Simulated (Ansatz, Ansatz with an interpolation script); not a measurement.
**From a coarse GW mesh to bands everywhere: Ta2O5 (Pm)**

Aim: the G0W0 bands of Ta2O5 (Pm) along the symmetry lines, with the gap off the mesh.

Program: Ansatz 0.2.0. Level of theory: LDA, Wannier functions and G0W0, plane waves, PAW. Results are calculated unless marked as measured.

Report form: the programs' logs are mostly left out.

## Step 1: Starting point

It takes space group Pm (No. 6, monoclinic). The conventional cell has a = 6.227 Å, b = 3.875 Å, c = 7.425 Å, α = 90.00°, β = 90.00°, γ = 90.00°. Nearest to Ta lie 6 O at 1.94 to 2.03 Å. Ta has 6 O at 1.94 to 2.03 Å nearest. Nearest to Ta lie 5 O at 1.93 to 2.16 Å. Ta has 7 O at 1.94 to 2.51 Å nearest. Nearest to O lie 2 Ta at 1.94 Å. Nearest to O lie 2 Ta at 1.94 Å. Farther neighbours and most contacts between anions are not listed.

The cell and positions are those that the Materials Project relaxed with its own functionals (PBE, PBE+U or r2SCAN), kept fixed. Spin-orbit coupling is left out unless a step names it. The default PAW set here is soft_2. Its files were made with PBE.

## Step 2: LDA bands

The cheap functional maps the bands first; the places of the edges decide which points the dearer methods must see.

This step: DFT, LDA, plane waves, PAW.

input.yaml reads:

```yaml
crystal:
  lattice:
    - [6.2273640003, 0.0, 0.0]
    - [0.0, 3.875383, 0.0]
    - [-0.0001327687, 0.0, 7.4248739991]
  atoms:
    - { symbol: Ta, position: [0.002232, 0.0, 0.000283] }
    - { symbol: Ta, position: [0.002759, 0.0, 0.50068] }
    - { symbol: Ta, position: [0.534189, 0.0, 0.250328] }
    - { symbol: Ta, position: [0.470802, 0.0, 0.750313] }
    - { symbol: O, position: [0.008574, 0.5, 0.001155] }
    - { symbol: O, position: [0.008883, 0.5, 0.499089] }
    - { symbol: O, position: [0.56989, 0.5, 0.250488] }
    - { symbol: O, position: [0.441352, 0.5, 0.750515] }
    - { symbol: O, position: [0.318765, 0.0, 0.063494] }
    - { symbol: O, position: [0.880461, 0.0, 0.250437] }
    - { symbol: O, position: [0.695155, 0.0, 0.568296] }
    - { symbol: O, position: [0.320253, 0.0, 0.438689] }
    - { symbol: O, position: [0.127957, 0.0, 0.750441] }
    - { symbol: O, position: [0.693729, 0.0, 0.933793] }
kpoints:
  mp_grid: { grid: [4, 4, 2] }
  band_path:
    path:
      - [0.0, 0.0, 0.0]
      - [0.0, 0.5, 0.0]
      - [0.0, 0.5, 0.5]
      - [0.0, 0.0, 0.5]
      - [0.0, 0.0, 0.0]
      - [-0.5, 0.0, 0.5]
      - [-0.5, 0.5, 0.5]
      - [0.0, 0.5, 0.0]
      - [-0.5, 0.5, 0.0]
      - [-0.5, 0.0, 0.0]
      - [0.0, 0.0, 0.0]
    npoints: 10
hamiltonian:
  xc: lda
scf:
  occupations: { method: fermi_dirac, width: 0.02 }
  n_extra_bands: 95
output:
  eigenvalues: true
  fatbands: true
```

Command:

```sh
ansatz run input.yaml --threads 16 --pin off --max-ram 64512MiB --backend cuda --events-out ev --progress --plain --runs-dir out --devices 1 --max-vram 78GiB
```

Wall time 5.2 s (1 × NVIDIA GB200 (shared by 2 runs) with 16 threads of Arm Neoverse V2, shared host); peak memory 1.3 GiB.

Numbers from this step:

* filled bands: 56
* gap: 1.871 eV
* valence top at: Z
* conduction bottom at: Γ
* least direct gap: 2.545 eV

The gap is indirect, with the least direct gap 0.67 eV higher.

Electronic bands along the path, in eV, zero at the top of the highest nominally filled band:

| point | band 53 | band 54 | band 55 | band 56 | band 57 | band 58 | band 59 | band 60 |
| --- | --- | --- | --- | --- | --- | --- | --- | --- |
| Γ | -0.82 | -0.78 | -0.75 | -0.67 | 1.87 | 2.49 | 2.72 | 3.09 |
| halfway | -0.90 | -0.64 | -0.58 | -0.47 | 3.10 | 3.20 | 3.54 | 3.54 |
| Z | -0.76 | -0.48 | -0.39 | 0.00 | 3.13 | 3.26 | 3.59 | 5.08 |
| halfway | -0.80 | -0.52 | -0.35 | -0.06 | 3.29 | 3.42 | 3.74 | 4.76 |
| D | -0.64 | -0.62 | -0.23 | -0.21 | 3.50 | 3.58 | 4.12 | 4.12 |
| halfway | -0.72 | -0.72 | -0.56 | -0.56 | 3.39 | 3.41 | 3.76 | 3.79 |
| B | -0.95 | -0.91 | -0.84 | -0.82 | 2.27 | 2.28 | 3.18 | 3.21 |
| halfway | -0.86 | -0.85 | -0.81 | -0.79 | 1.99 | 2.57 | 2.72 | 3.25 |
| Γ | -0.82 | -0.78 | -0.75 | -0.67 | 1.87 | 2.49 | 2.72 | 3.09 |
| halfway | -0.92 | -0.89 | -0.86 | -0.77 | 2.11 | 2.45 | 2.55 | 2.98 |
| A | -1.02 | -1.02 | -0.80 | -0.79 | 2.15 | 2.19 | 3.03 | 3.11 |
| halfway | -0.79 | -0.78 | -0.65 | -0.64 | 3.04 | 3.16 | 3.70 | 3.72 |
| E | -0.70 | -0.70 | -0.31 | -0.29 | 3.08 | 3.21 | 4.66 | 4.75 |
| halfway | -0.94 | -0.37 | -0.33 | -0.15 | 3.04 | 3.29 | 4.03 | 4.94 |
| Z | -0.76 | -0.48 | -0.39 | 0.00 | 3.13 | 3.26 | 3.59 | 5.08 |
| halfway | -1.13 | -0.37 | -0.30 | -0.07 | 2.79 | 3.25 | 3.91 | 5.06 |
| C2 | -0.72 | -0.60 | -0.26 | -0.11 | 2.61 | 3.29 | 3.82 | 5.01 |
| halfway | -0.82 | -0.68 | -0.67 | -0.58 | 2.57 | 3.25 | 3.62 | 3.70 |
| Y2 | -0.93 | -0.88 | -0.83 | -0.73 | 2.18 | 2.30 | 2.32 | 2.54 |
| halfway | -0.89 | -0.87 | -0.79 | -0.72 | 2.00 | 2.36 | 2.54 | 2.71 |
| Γ | -0.82 | -0.78 | -0.75 | -0.67 | 1.87 | 2.49 | 2.72 | 3.09 |

## Step 3: Wannier functions (O:2p Ta:5d) on 8×8×4

Localised functions give a small Hamiltonian that interpolates between mesh points at no cost.

This step: maximally localised Wannier functions, LDA, plane waves, PAW.

input.yaml, the sections that differ from step 2:

```yaml
kpoints:
  mp_grid: { grid: [4, 4, 2] }
scf:
  occupations: { method: fixed }
  n_extra_bands: 95
output:
  wannier:
    kmesh: [8, 8, 4]
    projections: [{ species: O, l: p, shell: 2 }, { species: Ta, l: d, shell: 5 }]
    minimise: true
    write_hr: true
    seedname: w
    conv_tol: 1.0e-06
    max_iter: 20000
    stability_check: false
    disentanglement:
      window: [1.12, 19.71]
      frozen_window: [1.12, 13.58]
      conv_tol: 1.0e-08
# crystal, hamiltonian: as in step 2
```

Run time: 36 s. Hardware: 1 × NVIDIA GB200 (shared by 2 runs) with 16 threads; peak memory 2 GiB.

Numbers from this step:

```
gauge-invariant spread     : 56.72 Å²
diagonal spread            : 0.2763 Å²
off-diagonal spread        : 3.223 Å²
total spread               : 60.22 Å²
least projectability       : 6.44e-5
localisation steps         : 3008
disentanglement steps      : 586
r.m.s. interpolation error : 3.02e-4 eV
r.m.s. error near the gap  : 2.37e-4 eV
```

Near the gap the model misses directly solved bands by 0.2 meV r.m.s. and by 8 meV at most in the window tested. This tests the starting bands, not the corrections carried with them.

Wannier functions, by row, the first 40 of 50 rows:

| function | x (Å) | y (Å) | z (Å) | spread (Å²) | nearest atom | distance (Å) |
| --- | --- | --- | --- | --- | --- | --- |
| 1 | 0.052 | 1.938 | 0.015 | 0.734 | O5 | 0.006 |
| 2 | 0.055 | 1.938 | 0.008 | 0.734 | O5 | 0.002 |
| 3 | 0.035 | 1.938 | -0.051 | 1.581 | O5 | 0.062 |
| 4 | 0.054 | 1.938 | 3.713 | 0.732 | O6 | 0.007 |
| 5 | 0.052 | 1.938 | 3.707 | 0.729 | O6 | 0.003 |
| 6 | 0.079 | 1.938 | 3.643 | 1.524 | O6 | 0.067 |
| 7 | 3.539 | 1.938 | 1.86 | 0.699 | O7 | 0.01 |
| 8 | 3.553 | 1.938 | 1.86 | 0.717 | O7 | 0.004 |
| 9 | 3.559 | 1.938 | 1.86 | 1.109 | O7 | 0.01 |
| 10 | 2.758 | 1.938 | 5.572 | 0.702 | O8 | 0.009 |
| 11 | 2.748 | 1.938 | 5.573 | 0.716 | O8 | 0.001 |
| 12 | 2.735 | 1.938 | 5.573 | 1.116 | O8 | 0.013 |
| 13 | 1.996 | 0 | 0.466 | 0.778 | O9 | 0.013 |
| 14 | 1.992 | 0 | 0.485 | 0.879 | O9 | 0.015 |
| 15 | 1.987 | 0 | 0.472 | 0.728 | O9 | 0.002 |
| 16 | 5.515 | 0 | 1.825 | 1.084 | O10 | 0.047 |
| 17 | 5.465 | 0 | 1.861 | 0.782 | O10 | 0.018 |
| 18 | 5.481 | 0 | 1.86 | 0.715 | O10 | 0.001 |
| 19 | 4.321 | 0 | 4.214 | 0.77 | O11 | 0.01 |
| 20 | 4.333 | 0 | 4.233 | 0.889 | O11 | 0.014 |
| 21 | 4.327 | 0 | 4.22 | 0.727 | O11 | 0.002 |
| 22 | 2.001 | 0 | 3.26 | 0.769 | O12 | 0.008 |
| 23 | 2.014 | 0 | 3.241 | 0.895 | O12 | 0.026 |
| 24 | 1.996 | 0 | 3.257 | 0.728 | O12 | 0.002 |
| 25 | 0.766 | 0 | 5.535 | 1.097 | O13 | 0.048 |
| 26 | 0.81 | 0 | 5.573 | 0.786 | O13 | 0.014 |
| 27 | 0.799 | 0 | 5.572 | 0.715 | O13 | 0.002 |
| 28 | 4.316 | 0 | 6.935 | 0.768 | O14 | 0.004 |
| 29 | 4.307 | 0 | 6.919 | 0.909 | O14 | 0.019 |
| 30 | 4.318 | 0 | 6.932 | 0.729 | O14 | 0.002 |
| 31 | 0.022 | 0 | -0.009 | 1.534 | Ta1 | 0.013 |
| 32 | 0.039 | 0 | 0.044 | 1.478 | Ta1 | 0.049 |
| 33 | 0.012 | 0 | 0.004 | 1.303 | Ta1 | 0.003 |
| 34 | -0.079 | 0 | -0.393 | 4.4 | Ta1 | 0.406 |
| 35 | 0.008 | 0 | 0.003 | 1.309 | Ta1 | 0.006 |
| 36 | 0.028 | 0 | 3.734 | 1.493 | Ta2 | 0.019 |
| 37 | 0.003 | 0 | 3.722 | 1.575 | Ta2 | 0.014 |
| 38 | 0.016 | 0 | 3.727 | 1.303 | Ta2 | 0.009 |
| 39 | 0.246 | 0 | 3.214 | 4.321 | Ta2 | 0.553 |
| 40 | 0.009 | 0 | 3.716 | 1.307 | Ta2 | 0.008 |

Frozen up to 5.67 eV; above it the model need not follow the bands. Electronic bands along the path, in eV, zero at the valence-band top:

(Unchanged from step 2.)

The same for Kohn-Sham, solved directly:

| point | band 53 | band 54 | band 55 | band 56 | band 57 | band 58 | band 59 | band 60 |
| --- | --- | --- | --- | --- | --- | --- | --- | --- |
| Γ | -0.82 | -0.78 | -0.75 | -0.67 | 1.87 | 2.49 | 2.72 | 3.09 |
| Z | -0.76 | -0.48 | -0.39 | 0.00 | 3.13 | 3.26 | 3.59 | 5.08 |
| D | -0.64 | -0.62 | -0.23 | -0.21 | 3.50 | 3.58 | 4.12 | 4.12 |
| B | -0.95 | -0.91 | -0.84 | -0.82 | 2.27 | 2.28 | 3.18 | 3.21 |
| Γ | -0.82 | -0.78 | -0.75 | -0.67 | 1.87 | 2.49 | 2.72 | 3.09 |
| A | -1.02 | -1.02 | -0.80 | -0.79 | 2.15 | 2.19 | 3.03 | 3.11 |
| E | -0.70 | -0.70 | -0.31 | -0.29 | 3.08 | 3.21 | 4.66 | 4.75 |
| Z | -0.76 | -0.48 | -0.39 | 0.00 | 3.13 | 3.26 | 3.59 | 5.08 |
| C2 | -0.72 | -0.60 | -0.26 | -0.11 | 2.61 | 3.29 | 3.82 | 5.01 |
| Y2 | -0.93 | -0.88 | -0.83 | -0.73 | 2.18 | 2.30 | 2.32 | 2.54 |
| Γ | -0.82 | -0.78 | -0.75 | -0.67 | 1.87 | 2.49 | 2.72 | 3.09 |

## Step 4: G0W0 at every point of the mesh: 4×4×2 mesh, 1327 empty bands, screening to 220 eV

G0W0 replaces the xc potential by the self-energy, built once from these orbitals. Only a window of levels is corrected, while the sums run over the empty bands that the input names.

This step: G0W0 on LDA, plane waves, PAW.

Changes to input.yaml since step 3:

```diff
@@ -26,16 +26,6 @@
   occupations: { method: fixed }
-  n_extra_bands: 95
-output:
-  wannier:
-    kmesh: [8, 8, 4]
-    projections: [{ species: O, l: p, shell: 2 }, { species: Ta, l: d, shell: 5 }]
-    minimise: true
-    write_hr: true
-    seedname: w
-    conv_tol: 1.0e-06
-    max_iter: 20000
-    stability_check: false
-    disentanglement:
-      window: [1.12, 19.71]
-      frozen_window: [1.12, 13.58]
-      conv_tol: 1.0e-08
+gw:
+  n_empty_bands: 1327
+  ecut_chi: 220.0
+  qp_bands: [v30, c14]
+  screening: { model: contour_deformation }
```

It took 5.5 min on 1 × NVIDIA GB200 (shared by 2 runs) with 16 threads; peak memory 5 GiB.

Numbers from this step:

```yaml
bands_summed: 1383
rpa_eps_infinity_on_this_mesh_eigenvalues: 5.070, 5.495, 7.671
plane_waves_in_the_screening_matrix: 1327
q_points_in_the_mesh: 32
g0w0_gap_on_the_mesh: 3.271 eV
k_of_the_valence_top: 0, -0.5, 0
k_of_the_conduction_bottom: 0, 0, 0
starting_gap_on_the_mesh: 1.871 eV
z_at_the_valence_top: 0.7214
z_at_the_conduction_bottom: 0.7915
least_direct_g0w0_gap_on_the_computed_points: 3.957 eV
```

The gap on the mesh goes from 1.87 eV to 3.27 eV, a correction of +1.40 eV. Between the two edge states, bare exchange in place of the xc potential would open the gap by 10.70 eV, and correlation takes back 9.30 eV.

## Step 5: Interpolating the corrections

A script adds the corrections, carried to the Wannier functions and back, to the LDA levels, along the path and on a 9×13×9 mesh.

```
G0W0 gap over the zone     : 3.271 eV
valence top at             : Z
conduction bottom at       : Γ
starting gap over the zone : 1.871 eV
least direct G0W0 gap      : 3.957 eV
G0W0 gap on the mesh       : 3.271 eV
valence width, start       : 6.640 eV
valence width, G0W0        : 6.665 eV
gap by a rigid shift       : 3.270 eV
```

Levels solved directly plus the interpolated quasiparticle correction. Limits: finite bands, cutoff and mesh; no spin-orbit coupling; coarse k mesh. Quasiparticle bands along the path, in eV, zero at the valence-band top of each set:

| point | band 53 | band 54 | band 55 | band 56 | band 57 | band 58 | band 59 | band 60 |
| --- | --- | --- | --- | --- | --- | --- | --- | --- |
| Γ | -0.87 | -0.84 | -0.80 | -0.69 | 3.27 | 3.93 | 4.17 | 4.61 |
| halfway | -0.92 | -0.67 | -0.61 | -0.48 | 4.63 | 4.69 | 4.98 | 5.01 |
| Z | -0.78 | -0.50 | -0.41 | 0.00 | 4.66 | 4.76 | 5.09 | 6.56 |
| halfway | -0.84 | -0.55 | -0.37 | -0.07 | 4.80 | 4.92 | 5.24 | 6.29 |
| D | -0.67 | -0.65 | -0.24 | -0.23 | 5.00 | 5.08 | 5.63 | 5.63 |
| halfway | -0.76 | -0.76 | -0.59 | -0.59 | 4.88 | 4.89 | 5.21 | 5.25 |
| B | -0.99 | -0.94 | -0.87 | -0.84 | 3.68 | 3.70 | 4.60 | 4.63 |
| halfway | -0.99 | -0.88 | -0.83 | -0.80 | 3.39 | 4.00 | 4.15 | 4.76 |
| Γ | -0.87 | -0.84 | -0.80 | -0.69 | 3.27 | 3.93 | 4.17 | 4.61 |
| halfway | -1.02 | -0.95 | -0.88 | -0.79 | 3.52 | 3.86 | 3.97 | 4.46 |
| A | -1.10 | -1.09 | -0.83 | -0.81 | 3.57 | 3.61 | 4.52 | 4.54 |
| halfway | -0.83 | -0.82 | -0.68 | -0.68 | 4.54 | 4.67 | 5.14 | 5.16 |
| E | -0.74 | -0.74 | -0.32 | -0.31 | 4.59 | 4.72 | 6.17 | 6.25 |
| halfway | -0.99 | -0.39 | -0.35 | -0.16 | 4.54 | 4.79 | 5.54 | 6.46 |
| Z | -0.78 | -0.50 | -0.41 | 0.00 | 4.66 | 4.76 | 5.09 | 6.56 |
| halfway | -1.18 | -0.39 | -0.31 | -0.08 | 4.29 | 4.77 | 5.43 | 6.54 |
| C2 | -0.76 | -0.62 | -0.26 | -0.11 | 4.12 | 4.79 | 5.36 | 6.49 |
| halfway | -0.86 | -0.72 | -0.70 | -0.61 | 4.08 | 4.75 | 5.06 | 5.22 |
| Y2 | -0.97 | -0.96 | -0.90 | -0.76 | 3.60 | 3.70 | 3.74 | 3.97 |
| halfway | -0.93 | -0.92 | -0.89 | -0.74 | 3.41 | 3.79 | 3.95 | 4.20 |
| Γ | -0.87 | -0.84 | -0.80 | -0.69 | 3.27 | 3.93 | 4.17 | 4.61 |

The same for LDA:

(Unchanged from step 3.)

Minima of the lowest conduction band, from levels solved directly at the displaced points, plus the interpolated correction; masses are left empty at degenerate points, on flat bands and where the interpolated correction rules the curvature; G0W0 masses are rough. Conduction valleys, by row:

| point | k (reciprocal lattice) | valleys in the zone | G0W0 level above the valence top (eV) | LDA level above the valence top (eV) | G0W0 principal masses (m_e) | LDA principal masses (m_e) |
| --- | --- | --- | --- | --- | --- | --- |
| Γ | 0.000 0.000 0.000 | 1 | 3.271 | 1.871 | 0.246 1.362 1.704 | 0.242 1.245 1.869 |
| A | -0.500 0.000 -0.500 | 1 | 3.568 | 2.149 | 0.286 1.229 6.717 | 0.270 1.179 7.139 |

Second differences of levels solved directly at the displaced points, plus the interpolated correction, at the quasiparticle band edges; no spin-orbit coupling; left empty where the band is flat or the interpolated correction rules the curvature. Effective masses, by row:

| carrier | point | Cartesian direction | band | LDA mass (m_e) | G0W0 mass (m_e) |
| --- | --- | --- | --- | --- | --- |
| hole | Z | 100 | 56 | 2.852 | 2.607 |
| hole | Z | 010 | 56 | 1.079 | 1.018 |
| hole | Z | 001 | 56 | 2.602 | 2.455 |
| hole | Z | 110 | 56 | 1.569 | 1.467 |
| hole | Z | 111 | 56 | 1.809 | 1.696 |
| electron | Γ | 100 | 57 | 1.868 | 1.703 |
| electron | Γ | 010 | 57 | 0.241 | 0.245 |
| electron | Γ | 001 | 57 | 1.243 | 1.362 |
| electron | Γ | 110 | 57 | 0.427 | 0.428 |
| electron | Γ | 111 | 57 | 0.546 | 0.555 |

The density of states has structure finer than the step of the table below, so its rows give means over 0.5 eV, whole bins alone (the curve runs from -8 to 7 eV). Peaks (eV: height): G0W0 -5.30: 12.3, -4.50: 10.9, -3.50: 12.7, -1.20: 13.0, 4.80: 10.5, 6.50: 9.71; LDA -5.30: 12.1, -4.50: 10.3, -3.20: 12.8, -1.10: 13.3, 3.20: 10.3, 5.10: 9.95.

Wannier model on a dense mesh, Gaussian width 0.15 eV. Limits: finite bands, cutoff and mesh; no spin-orbit coupling; coarse k mesh. Table of density of states by energy, zero at the valence-band top of each set; means over each step; values in states/eV/cell:

| energy (eV) | G0W0 | LDA |
| --- | --- | --- |
| -7.5 | 0 | 0 |
| -7.0 | 0.0407 | 0.0277 |
| -6.5 | 1.82 | 1.69 |
| -6.0 | 5.66 | 5.43 |
| -5.5 | 9.91 | 9.31 |
| -5.0 | 9.20 | 9.91 |
| -4.5 | 9.44 | 9.30 |
| -4.0 | 8.99 | 7.95 |
| -3.5 | 12.4 | 12.0 |
| -3.0 | 11.9 | 12.3 |
| -2.5 | 8.54 | 8.99 |
| -2.0 | 9.65 | 9.31 |
| -1.5 | 11.9 | 12.1 |
| -1.0 | 12.2 | 12.8 |
| -0.5 | 7.18 | 7.70 |
| 0.0 | 1.08 | 1.20 |
| 0.5 | 0.00116 | 0.00129 |
| 1.0 | 0 | 0 |
| 1.5 | 0 | 0.00518 |
| 2.0 | 0 | 0.547 |
| 2.5 | 0 | 2.62 |
| 3.0 | 0.0201 | 6.69 |
| 3.5 | 0.821 | 7.48 |
| 4.0 | 2.75 | 6.71 |
| 4.5 | 6.70 | 7.63 |
| 5.0 | 7.49 | 8.80 |
| 5.5 | 6.68 | 6.77 |
| 6.0 | 7.53 | 4.53 |
| 6.5 | 8.72 | 3.16 |

Corrections by starting level (eV, on the run's own energy scale, so only their differences matter):

| start | correction |
| --- | --- |
| -6.64 | −0.54 |
| -5.65 | −0.54 |
| -4.98 | −0.58 |
| -4.27 | −0.57 |
| -3.65 | −0.64 |
| -3.13 | −0.60 |
| -2.73 | −0.59 |
| -1.89 | −0.59 |
| -1.51 | −0.64 |
| -1.01 | −0.54 |
| -0.58 | −0.54 |
| -0.28 | −0.53 |
| 2.27 | +0.90 |
| 3.15 | +0.96 |
| 3.80 | +0.91 |
| 4.64 | +0.94 |
| 5.38 | +0.96 |
| 6.33 | +0.95 |

(Continued in part 2 of 2.)

[Paths, hosts, dates, memory and timing lines, banners, echoed tables and standing remarks are left out of the program output.]

[Logs are printed without paths, hosts, clocks, repeated set-up lines and the standing remarks that a program may print on its own settings, such as how far it seeks lower states.]

[Runs of the session that timed out or met a known fault of the program may be left out.]

[Hosts, paths, dates, database ids (printed as entryN), source tags and the programs' standing remarks are cut or masked in the printed files.]
